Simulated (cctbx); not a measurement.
# Occupancies in Cu2PdI6

Cell a = 6.8170 Å, b = 7.0120 Å, c = 14.8402 Å, α = 90.00°, β = 116.40°, γ = 90.00°; space group P2_1/c (no. 14); nominal formula Cu2PdI6.

Simulated single-crystal data (cctbx): Mo Kα, λ = 0.71073 Å, to d = 0.65 Å, 50 % of the full sphere, strongest reflection 40000 counts, noise from counting, a 1.5 % proportional error and a noise floor of 8 counts (s.d.); no absorption.

With every site full:

```text
Rint 0.019, 2241 unique reflections to 0.65 A
cycle     R1     wR2    GooF  max shift (A)
   1  0.1209  0.2580   8.249   0.00151
   2  0.0182  0.0404   1.292   0.00000
final R1 0.0182 wR2 0.0404 GooF 1.292  parameters 42  data/parameter 53.4
atom        x        y        z      Ueq    occ   su(xyz)  su(Uiso or U11)
I1     0.02871  0.67290  0.34969   0.0154  1.000  0.00003  0.0001
I2     0.26145  0.25142  0.50812   0.0262  1.000  0.00004  0.0001
I3     0.68009  0.33492  0.35809   0.0141  1.000  0.00003  0.0001
Pd1    0.00000  0.50000  0.50000   0.0264  1.000  0.00000  0.0002
Cu2    0.66751  0.52813  0.16227   0.0166  1.000  0.00007  0.0002
difference map: max 1.32 min -2.23 rms 0.25
Q1    0.2840  0.0079  0.3398    4    1.34  0.37 A from Cu2
Q2    0.3999  0.0441  0.3436    4    1.21  0.44 A from Cu2
Q3    0.3961  0.1030  0.5929    4    0.96  1.57 A from I2
Q4    0.3715  0.2167  0.7410    4    0.88  2.08 A from I3
Q5    0.0052  0.1934  0.9543    4    0.85  1.52 A from Pd1
Q6    0.1340  0.0506  0.7646    4    0.81  2.32 A from I1
```

With the occupancies of the suspect sites free, each still typed as its main element:

```text
Rint 0.019, 2241 unique reflections to 0.65 A
cycle     R1     wR2    GooF  max shift (A)
   1  0.1459  0.3137  10.033   0.00016
  11  0.0147  0.0295   0.944   0.00002
final R1 0.0146 wR2 0.0295 GooF 0.943  parameters 44  data/parameter 50.9
atom        x        y        z      Ueq    occ   su(xyz)  su(Uiso or U11)
I1     0.02871  0.67289  0.34969   0.0155  1.000  0.00002  0.0001
I2     0.26143  0.25140  0.50811   0.0263  1.000  0.00003  0.0001
I3     0.68009  0.33489  0.35808   0.0142  1.000  0.00002  0.0001
Pd1    0.00000  0.50000  0.50000   0.0238  0.939  0.00000  0.0002
Cu2    0.66749  0.52814  0.16221   0.0184  1.043  0.00005  0.0002
su of occupancy Pd1: 0.002
su of occupancy Cu2: 0.002
difference map: max 0.85 min -0.83 rms 0.21
Q1    0.3719  0.2160  0.7416    4    0.91  2.07 A from I3
Q2    0.3974  0.1020  0.5926    4    0.80  1.58 A from I2
Q3    0.9798  0.1521  0.3919    4    0.78  2.05 A from I2
Q4    0.1368  0.0531  0.7628    4    0.75  2.36 A from I1
Q5    0.1468  0.5920  0.3297    4    0.73  1.13 A from I1
Q6    0.3598  0.6755  0.4787    4    0.72  2.22 A from I1
```

**Question.** What is the disorder?

X-rays count electrons. Pd1 refines to 0.939(0.002), or 43.2 electrons; the site truly holds 0.8 Pd and 0.2 Cu, 42.6 electrons, which is 0.926 of Pd; Cu2 refines to 1.043(0.002), or 30.2 electrons; the site truly holds 0.9 Cu and 0.1 Pd, 30.7 electrons, which is 1.059 of Cu. A value under 1 can't tell vacancies from a lighter guest, and one over 1 needs a heavier guest; chemistry or a second radiation must settle which. Occupancy correlates with U and the scale, and the two elements' form factors differ in shape, so the match is approximate.

Freeing them takes R1 from 0.0182 to 0.0146 and GooF from 1.29 to 0.94.

The model is made up (kin elements in a known structure type, no relaxation), so it says nothing on whether the phase exists.

[Middle refinement cycles are left out of these outputs.]

[Logs are printed without paths, hosts, clocks, repeated set-up lines and the standing remarks that a program may print on its own settings, such as how far it seeks lower states.]
